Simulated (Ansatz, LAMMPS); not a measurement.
# Aqueous H3O+ and HSO4-, 2.1 mol of acid per kg of water, from a frame at 280 K (182 atoms): geometry optimisation, part 2 of 2

Aim: bring aqueous H3O+ and HSO4-, 2.1 mol of acid per kg of water, from a frame at 280 K (182 atoms) to a nearby minimum of the energy and see what moves.

Ansatz 0.2.0; Kohn-Sham DFT, PBE+D4, PAW (set soft_2), plane waves.

The cell: 64 O, 2 S and 116 H. The network of contacts between molecules at the start is that of the classical potential that made the cell. The density was typed from a rule of thumb and may lie off the real one at this temperature. The Brillouin zone is sampled at Γ only, in a cell whose shortest periodic width is 12 Å.

So far. Step 4 (Relaxation): The relaxation changed the energy by -66.0 meV/atom, and atoms moved by 0.79 Å r.m.s., 2.8 Å at most.

## Step 6: Single point at the relaxed geometry (continued)

Valence density in the ac plane at fractional y = 0.310, with atoms of O and S and H within 0.2 Å of it. It is the smooth field of the valence electrons, not physical close to the nuclei.

Ten steps, logarithmic in the rise over the least value, from '0' (0.0 e/Å³) to '9' (6.4 e/Å³), each cell a mean:
```
1111000000025786421001248987521000
0000000000136998631000124566533321
1000000000136886421000001123468753
2100000000023443210000000002489975
1100000000001110000000000002478753
0000123321100000000000000112365421
1111246763100000000000012455432100
2333468874200000000000024799631001
3455567753100000000000025899731001
2356456531000000000000024676531001
1346555431000000000000124555321111
1234444421000000000001357764321100
0122222211000000000002489974211000
0000000000000000000001479863100000
0000000000000000000000134431000000
0011210000000000000000001100000000
0013442100000000111100000000000000
0013542100000001344310000000000000
0012322100000012466420000000110000
1111110000110001244310000001111000
3432100000111000111100000011111122
6775200000000000000000011222110124
6775200000000000000000135764210124
4543100000012332100000258997310012
```
Columns run along a (12.2 Å), rows up along c (12.2 Å). Atoms in or near the plane, at fractional coordinates: O at (0.72, 0.46), O at (0.78, 0.65), S at (0.14, 0.59), H at (0.13, 0.28), H at (0.53, 0.21), O at (0.41, 0.93), O at (0.75, 0.00), H at (0.81, 0.94), H at (0.86, 0.77).

ELF in the ac plane at fractional y = 0.310, with atoms of O and S and H within 0.2 Å of it. It is the smooth field of the valence electrons, not physical close to the nuclei.

Ten even steps from '0' (0.00) to '9' (0.94), each cell a mean:
```
2220000000258988740000388789720000
0000000000268748961000147789635420
1000000000279877630000012222488775
3001000000036665310000000002785688
1000000000000111000000000002798775
0000035541000000000000001211498520
2310168885100000000000025776422100
6642377887300000000000148877861002
4555478765200000000000137856851002
1244014421000000000000014677520000
0246335421000000000000123455311100
0344334542000000000013677764212200
0221012431000000000026895574101100
0000000110000000000015898885100000
0000000000000000000002578763000000
0000110000000000000000023310000000
0003663100000001233100000000000000
0004884100000002467510000000121000
0001332100000002599820000012443100
1100000000110001367510000012342000
4543100002332000011000000001110035
6787300001220000000000012321000167
7887300000000010000000257886300035
6764100000025664200000478568610014
```
Columns run along a (12.2 Å), rows up along c (12.2 Å). Atoms in or near the plane, at fractional coordinates: O at (0.72, 0.46), O at (0.78, 0.65), S at (0.14, 0.59), H at (0.13, 0.28), H at (0.53, 0.21), O at (0.41, 0.93), O at (0.75, 0.00), H at (0.81, 0.94), H at (0.86, 0.77).

Mean Löwdin charges: H +0.39, O -0.69, S +2.47 e (they miss 1.2 % of the electrons, so they add up to more than the cell's charge). The largest share in the top eV of filled states is O p (99 % of the projected weight), and in the lowest eV of empty states H s (69 % of the projected weight).

Local excerpt of 13 atoms (numbers count through the whole input) about S8, one of the 2 S atoms; x, y, z are measured from there.

```csv
atom,x,y,z,distance (Å),bonds,Löwdin charge (e)
S8,0.00,0.00,0.00,0.00,4,2.46
O10,-0.66,-1.10,-0.71,1.47,1,-0.76
O9,0.74,0.91,-0.89,1.47,1,-0.76
O11,0.85,-0.50,1.12,1.49,1,-0.75
O7,-1.11,0.85,0.73,1.57,2,-0.68
H12,-1.93,0.97,0.11,2.16,1,0.39
H67,1.81,0.89,1.68,2.63,1,0.39
H116,-0.16,-1.20,2.43,2.71,1,0.39
H19,0.37,2.61,-0.95,2.80,1,0.40
H106,-0.79,-1.32,-2.41,2.86,1,0.39
H163,1.75,-2.25,1.00,3.02,1,0.40
H52,-1.46,-2.75,-0.49,3.16,1,0.40
H94,2.54,1.23,-1.61,3.25,1,0.41
```

The column of bonds counts only the pairs H-O within 1.21 Å, O-S within 1.98 Å; other neighbours, such as metal atoms beside each other in a compound, aren't counted, and periodic images can show an atom twice.

## Step 7: A changed input

The input is spoilt on purpose; the run shows how that looks.

Input file input.yaml:

```yaml
crystal:
  lattice:
    - [12.15575, 0.0, 0.0]
    - [0.0, 12.15575, 0.0]
    - [0.0, 0.0, 12.15575]
  atoms:
    [... the 182 atom lines of step 3 ...]
kpoints:
  mp_grid: { grid: [1, 1, 1] }
hamiltonian:
  xc: pbe
  dispersion: d4
scf:
  occupations: { method: fixed }
  max_iter: 75
output:
  forces: true
magnetization:
  spin_polarized: [1, 2]
```

The run is started by

```console
$ ansatz run input.yaml --threads 4 --pin off --max-ram 8192MiB --backend cpu --events-out ev --progress --plain --runs-dir out
```

Elapsed: 0.02 s, on 4 threads of Intel Xeon Platinum 8488C (Sapphire Rapids), shared host; peak memory 0.031 GiB.

The program refused the input before any cycle.

The program's message: “Error: YAML parse error: error: line 200 column 19: expected string scalar”

The fault in the input: a value that the key doesn't take (magnetization.spin_polarized = [1, 2]). The fix is to take out magnetization.spin_polarized.

## Step 8: Results

```
energy change in the relaxation                  : -66.05 meV/atom
r.m.s. displacement                              : 0.79 Å
largest displacement                             : 2.775 Å
free energy per atom                             : -219.7610 eV/atom
pressure                                         : -0.2024 GPa
r.m.s. force component                           : 0.00887 eV/Å
gap (highest filled to lowest empty level) : 5.009 eV
wall time of the 3 DFT runs                      : 7.8 min
```

Relaxation lowers the energy by 66.0 meV/atom and moves atoms by 0.79 Å r.m.s.; the r.m.s. force component goes from 0.67 to 0.0089 eV/Å, the pressure goes from -0.92 to -0.20 GPa, and the gap from 4.16 to 5.01 eV. By the final cutoffs no bond was broken or made. From the first step to the last the energy fell by 12.020 eV, and the largest move was 2.77 Å (H26). The O-S bonds change most in mean length: from 1.474 Å (spread 0.070) to 1.501 Å (spread 0.037). With the cutoffs above, all H atoms have 1, 88 % of O atoms have 2 and all S atoms have 4 bonded neighbours. The 54 water molecules hold 3.56 hydrogen bonds each to other water on average, with a mean O–O distance of 2.75 Å. The highest filled and lowest empty levels differ by 5.01 eV (at Γ alone); a semilocal functional tends to put such gaps too low. In a disordered cell it changes from sample to sample and from frame to frame.

Caveats: The network of contacts between molecules at the start is that of the classical potential that made the cell; in DFT atoms moved by 0.79 Å r.m.s.

[Logs are printed without paths, hosts, clocks, repeated set-up lines and the standing remarks that a program may print on its own settings, such as how far it seeks lower states.]

[Hosts, paths, dates, database ids (printed as entryN), source tags and the programs' standing remarks are cut or masked in the printed files.]
